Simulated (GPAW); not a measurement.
# PbO (Litharge): optical spectrum from first principles

Wanted: where PbO (Litharge) starts to absorb, how strongly, and its refractive index. The cell comes from an older database entry, whose edges can differ from later determinations, mostly by under a per cent.

Calculated with GPAW 26.7.0; DFT, LDA, plane-wave PAW (GPAW data sets), scalar-relativistic, RPA, optical limit.

The database entry behind the starting cell differs from later determinations by our own check (an axis about 0.4 % long against later determinations), so it need not match the best structure at ambient conditions.

### Step 1. The structure

It takes space group P4/nmm (No. 129, tetragonal). Conventional cell: a = 3.990 Å, b = 3.990 Å, c = 5.010 Å, α = 90.00°, β = 90.00°, γ = 90.00°. Nearest to Pb lie 4 O at 2.33 Å. Nearest to O lie 4 Pb at 2.33 Å. Farther neighbours and most contacts between anions are not listed.

Structure file:

```cif
data_structure
_symmetry_space_group_name_H-M 'P 1'
_symmetry_Int_Tables_number 1
_cell_length_a 3.9900
_cell_length_b 3.9900
_cell_length_c 5.0100
_cell_angle_alpha 90.000
_cell_angle_beta 90.000
_cell_angle_gamma 90.000
_cell_volume 79.76
loop_
_atom_site_label
_atom_site_type_symbol
_atom_site_fract_x
_atom_site_fract_y
_atom_site_fract_z
_atom_site_occupancy
Pb1 Pb 0.50000 0.00000 0.76000 1
Pb2 Pb 0.00000 0.50000 0.24000 1
O3 O 0.50000 0.50000 0.00000 1
O4 O 0.00000 0.00000 0.00000 1
```

### Step 2. Ground state

First the ground state: is it a metal or has it a gap?

This step: DFT, LDA, plane-wave PAW (GPAW data sets), scalar-relativistic, ground state (GPAW 26.7.0).

The input, gs.py:

```python
from ase import Atoms
from ase.dft.bandgap import bandgap
from gpaw import GPAW, PW, FermiDirac

atoms = Atoms(['Pb', 'Pb', 'O', 'O'],
              cell=[[3.990000000000, 0.000000000000, 0.000000000000],
                    [0.000000000000, 3.990000000000, 0.000000000000],
                    [0.000000000000, 0.000000000000, 5.010000000000]],
              scaled_positions=[[0.500000000000, 0.000000000000, 0.760000000000],
                                [0.000000000000, 0.500000000000, 0.240000000000],
                                [0.500000000000, 0.500000000000, 0.000000000000],
                                [0.000000000000, 0.000000000000, 0.000000000000]],
              pbc=[True, True, True])
atoms.calc = GPAW(mode=PW(400), xc='LDA', kpts={'size': (6, 6, 5), 'gamma': True},
                  occupations=FermiDirac(0.05), maxiter=150, txt='gs.txt')
print('energy (eV)', atoms.get_potential_energy())
print('Fermi level (eV)', atoms.calc.get_fermi_level())
print('valence electrons', atoms.calc.get_number_of_electrons())
print('gap (eV)', bandgap(atoms.calc, output=None)[0])
print('direct gap (eV)', bandgap(atoms.calc, direct=True, output=None)[0])
atoms.calc.write('gs.gpw')
```

Run with:

```
OMP_NUM_THREADS=1 python gs.py
```

Numbers of over 12 decimals in the logs are rounded to 6 here.

Log:

```text
__  _  _
 | _ |_)|_||  |
 |__||  | ||/\| - 26.7.0

Versions:
  Python: 3.12.14
  ASE:    3.29.0
  Numpy:  2.5.5
  Scipy:  1.18.1
  Libxc:  7.0.0

Input parameters:
  mode=PW(ecut=400.0),
  kpts=MonkhorstPack(size=(6, 6, 5), gamma=True),
  maxiter=150,
  occupations=Occupations(name='fermi-dirac', width=0.05, fixmagmom=False),
  xc=XC(name='LDA')

Diagonalizing LCAO Hamiltonian
Converting LCAO to pw mode
   .---------.
  /|         |
 * |         |
 | |  Pb     |
 | |         |
 | |         |
 |Pb---------.
 |/    O    /
 O---------*

Atoms  # Å, Bohr magnetons
|   | symbol |        x |        y |        z |    initial magnetic moments |
| 0 |     Pb | 1.995000 | 0.000000 | 3.807600 | ( 0.0000,  0.0000,  0.0000) |
| 1 |     Pb | 0.000000 | 1.995000 | 1.202400 | ( 0.0000,  0.0000,  0.0000) |
| 2 |      O | 1.995000 | 1.995000 | 0.000000 | ( 0.0000,  0.0000,  0.0000) |
| 3 |      O | 0.000000 | 0.000000 | 0.000000 | ( 0.0000,  0.0000,  0.0000) |

Unit cell  # Å
| periodic |        x |        y |        z |  lengths |    angles |
|      yes | 3.990000 | 0.000000 | 0.000000 | 3.990000 | 90.000000 |
|      yes | 0.000000 | 3.990000 | 0.000000 | 3.990000 | 90.000000 |
|      yes | 0.000000 | 0.000000 | 5.010000 | 5.010000 | 90.000000 |

Number of symmetries: 8
Symmetry operations  # r_c * U_cc + t_c -> r_c
|   | kind |            matrix            |
| 0 |  E   |  1, 0, 0,  0, 1, 0,  0, 0, 1 |
| 1 |  σ   |  1, 0, 0,  0,-1, 0,  0, 0, 1 |
| 2 |  C2  |  0, 1, 0,  1, 0, 0,  0, 0,-1 |
| 3 |  S4  |  0, 1, 0, -1, 0, 0,  0, 0,-1 |
| 4 |  S4  |  0,-1, 0,  1, 0, 0,  0, 0,-1 |
| 5 |  C2  |  0,-1, 0, -1, 0, 0,  0, 0,-1 |
| 6 |  σ   | -1, 0, 0,  0, 1, 0,  0, 0, 1 |
| 7 |  C2  | -1, 0, 0,  0,-1, 0,  0, 0, 1 |

BZ-sampling:
  Number of BZ points: 180
  Number of IBZ points: 30

  Monkhorst-Pack size: [6, 6, 5]
  Monkhorst-Pack shift: [0.083333, 0.083333, 0.0]

K-points  # in reciprocal-cell coordinates
|     |                                coordinates |     weight |
|   0 | (  0.00000000,   0.00000000,   0.00000000) | 0.00555556 |
|   1 | (  0.00000000,   0.00000000,   0.20000000) | 0.01111111 |
|   2 | (  0.00000000,   0.00000000,   0.40000000) | 0.01111111 |
|   3 | (  0.16666667,   0.00000000,   0.00000000) | 0.02222222 |
|   4 | (  0.16666667,   0.00000000,   0.20000000) | 0.04444444 |
|   5 | (  0.16666667,   0.00000000,   0.40000000) | 0.04444444 |
|   6 | (  0.16666667,   0.16666667,   0.00000000) | 0.02222222 |
|   7 | (  0.16666667,   0.16666667,   0.20000000) | 0.04444444 |
|   8 | (  0.16666667,   0.16666667,   0.40000000) | 0.04444444 |
|   9 | (  0.33333333,   0.00000000,   0.00000000) | 0.02222222 |
| ... |                                            |            |
|  29 | (  0.50000000,   0.50000000,   0.40000000) | 0.01111111 |

Plane wave coefficients: 1469
Cutoff: 400.0 eV

Spin-components: 1 (collinear spins)
Bands:           26
Projectors:      22
Spin-degeneracy: 2
Datatype:        complex128

Parallelization:
  kpt:    1
  domain: 1
  band:   1

Density:
  Valence electrons: 40.0
  Components: 1
  Grid points: [20 20 24]
  Charge: 0.0  # |e|

Potential:
  Grid points: [20 20 24]

species:
  Pb:
    name:    Lead
    id:
    Z:       82.0
    valence: 14
    core:    68
    charge:  0.0  # [|e|]
    compensation charges:
      type: gauss
      rc: 0.38  # [Å]
      lmax: 2
    cutoffs:
      filter: 2.36  # [Å]
      core: 2.43  # [Å]
    projectors
    | kind |    occ | energy [eV] | rcut [Å] |
    |   6s |  2.000 |     -12.249 |    1.259 |
    |   6p |  2.000 |      -3.713 |    1.275 |
    |   5d | 10.000 |     -21.326 |    1.217 |
    |    s |        |      14.962 |    1.259 |
    |    p |        |      23.498 |    1.275 |
    |    d |        |       5.885 |    1.217 |

    Using partial waves for Pb as LCAO basis

  O:
    name:    Oxygen
    id:
    Z:       8.0
    valence: 6
    core:    2
    charge:  0.0  # [|e|]
    compensation charges:
      type: gauss
      rc: 0.21  # [Å]
      lmax: 2
    cutoffs:
      filter: 1.17  # [Å]
      core: 0.83  # [Å]
    projectors
    | kind |    occ | energy [eV] | rcut [Å] |
    |   2s |  2.000 |     -23.752 |    0.688 |
    |   2p |  4.000 |      -9.195 |    0.598 |
    |    s |        |       3.459 |    0.688 |
    |    p |        |      18.016 |    0.598 |
    |    d |        |       0.000 |    0.619 |

    Using partial waves for O as LCAO basis

Reference energy: -1137997.683398  # eV

eigensolver:
  PPCG
  Converge bands: occupied
  niter=2

density mixing:
  MSR1-Mixer
  Pratt-step length: 0.05
  Maximum mixing coefficient: 0.75
  Old densities: 10
  SVD Regularization: 0.005
  Good broyden scale: 1.0
  Trust region scale: 1.0
  Backstep threshold: 4.0
  History deletion threshold: 6.0
  Fourier metric: weight=20.0, sigma=0.015

occupation numbers:
  Fermi-Dirac:
    width: 0.0500  # eV

poisson solver:
  ecut: 3200.0  # eV

xc functional:
  name: None

convergence criteria:
- Maximum [total energy] change in last 3 cyles: 0.0005 eV / valence electron
- Maximum integral of absolute [dens]ity change: 0.0001 electrons / valence electron
- Maximum integral of absolute [eigenst]ate change: 4e-08 eV^2 / valence electron
maximum number of iterations: 150

SCF iterations
|iter     |      energy | eigst |  dens |
|iter:   1||  -24.580699 | +0.15 |       |
|iter:   2||  -23.604328 | -1.14 | -1.01 |
|iter:   3||  -21.590089 | -0.56 | -1.07 |
|iter:   4||  -21.522053 | -2.56 | -1.51 |
|iter:   5||  -21.488685 | -2.66 | -1.73 |
|iter:   6||  -21.488583 | -3.86 | -2.74 |
|iter:   7||  -21.488636c| -5.28 | -3.09 |
|iter:   8||  -21.488638c| -6.16 | -3.76 |
|iter:   9||  -21.488638c| -7.32 | -4.57c|
|iter:  10||  -21.488638c| -7.57c| -5.01c|

Converged in 10 steps
SCF loop duration: 16.856 s (1.686 s/step)
Energy contributions relative to reference atoms: (reference = -1137997.683398)

Energy contributions:
  Kinetic:          16.734576
  Coulomb:         -14.072347
  Zero:             -0.311438
  External:          0.000000
  Xc:              -23.839429
  Entropy:          -0.000001
  Spinorbit:         0.000000
  ----------------------------
  Free energy:     -21.488638
  Extrapolated:    -21.488638

dipole moment: (-28.102791, -28.102791, -28.383180)  # |e|*Ang

Fermi level: 5.765
Eigenvalues  # (at kpt = [0.000, 0.000, 0.000])
| band index |      eig [eV] | occ [0-2] |
|          0 |       -13.082 |     2.000 |
|        ... |               |           |
|         12 |        -1.963 |     2.000 |
|         13 |        -1.524 |     2.000 |
|         14 |         0.992 |     2.000 |
|         15 |         0.992 |     2.000 |
|         16 |         3.561 |     2.000 |
|         17 |         3.592 |     2.000 |
|         18 |         3.592 |     2.000 |
|         19 |         5.222 |     2.000 |
|         20 |         7.480 |     0.000 |
|         21 |        10.619 |     0.000 |
|         22 |        10.732 |     0.000 |
|         23 |        10.732 |     0.000 |
|         24 |        11.663 |     0.000 |
|         25 |        11.663 |     0.000 |

Gap: 1.053 eV
Transition (v -> c):
  (s=0, k=0, n=19, [0.00, 0.00, 0.00]) -> (s=0, k=27, n=20, [0.50, 0.50, 0.00])
Direct/indirect transitions are different
Direct gap: 2.005 eV
Transition at: (s=0, k=27, n=19, [0.50, 0.50, 0.00])

--- standard output ---
energy (eV) -21.488638
Fermi level (eV) 5.764960
valence electrons 40.0
gap (eV) 1.052950
direct gap (eV) 2.005147
```

Run time: 19 s. Hardware: 1 thread of Arm Neoverse V1, shared host; peak memory 0.16 GiB.

Numbers from this step:

- energy: -21.49 eV
- Fermi energy: 5.765 eV
- gap on the k-mesh: 1.053 eV
- direct gap on the mesh: 2.005 eV
- electrons: 40

There is a gap, 1.05 eV on this mesh (points off the mesh can give less), so no carriers' term is needed.

### Step 3. Bands for the response

At the fixed density, many empty bands are solved on the mesh of the response, since the spectrum sums over them.

This step: DFT, LDA, plane-wave PAW (GPAW data sets), scalar-relativistic, bands at fixed density (GPAW 26.7.0).

The input, nscf.py:

```python
from ase.dft.bandgap import bandgap
from gpaw import GPAW, FermiDirac

calc = GPAW('gs.gpw').fixed_density(kpts={'size': (8, 8, 6), 'gamma': True}, nbands=65, convergence={'bands': 59},
                                    occupations=FermiDirac(0.001), txt='nscf.txt')
print('gap (eV)', bandgap(calc, output=None)[0])
print('direct gap (eV)', bandgap(calc, direct=True, output=None)[0])
print('top band over the Fermi level (eV)', min(calc.get_eigenvalues(kpt=k)[58] for k in range(len(calc.get_ibz_k_points()))) - calc.get_fermi_level())
calc.write('full.gpw', mode='all')
```

Run with:

```
OMP_NUM_THREADS=1 python nscf.py
```

Log:

```text
Diagonalizing LCAO Hamiltonian
Converting LCAO to pw mode
convergence criteria:
- Maximum integral of absolute [eigenst]ate change: 4e-08 eV^2 / valence electron
maximum number of iterations: 150

SCF iterations
|iter     |      energy | eigst |  dens |
|iter:   1||             | +3.36 |       |
|iter:   2||             | +2.19 |       |
|iter:   3||             | +1.15 |       |
|iter:   4||             | +0.05 |       |
|iter:   5||             | -0.70 |       |
|iter:   6||             | -1.55 |       |
|iter:   7||             | -2.26 |       |
|iter:   8||             | -3.09 |       |
|iter:   9||             | -3.80 |       |
|iter:  10||             | -4.62 |       |
|iter:  11||             | -5.32 |       |
|iter:  12||             | -6.11 |       |
|iter:  13||             | -6.78 |       |
|iter:  14||             | -7.32 |       |
|iter:  15||             | -7.76c|       |
SCF steps: 15
  __  _  _
 | _ |_)|_||  |
 |__||  | ||/\| - 26.7.0

Versions:
  Python: 3.12.14
  ASE:    3.29.0
  Numpy:  2.5.5
  Scipy:  1.18.1
  Libxc:  7.0.0

Input parameters:
  mode=PW(ecut=400.0),
  convergence={'bands': 59},
  gpts=array([20, 20, 24]),
  kpts=MonkhorstPack(size=(8, 8, 6), gamma=True),
  maxiter=150,
  nbands=65,
  occupations=Occupations(name='fermi-dirac', width=0.001, fixmagmom=False),
  parallel={},
  xc=XC(name='LDA')

--- standard output ---
gap (eV) 1.042279
direct gap (eV) 2.005147
top band over the Fermi level (eV) 28.738847
```

Wall time 2.2 min (1 thread); peak memory 0.26 GiB.

Read-outs, printed or worked out from the files:

```
gap on the k-mesh : 1.042 eV
```

[end of part 1 of 2]

[Machine, clock and banner lines and Python warnings are left out of the logs.]

[Logs are printed without paths, hosts, clocks, repeated set-up lines and the standing remarks that a program may print on its own settings, such as how far it seeks lower states.]

[Hosts, paths, dates, database ids (printed as entryN), source tags and the programs' standing remarks are cut or masked in the printed files.]
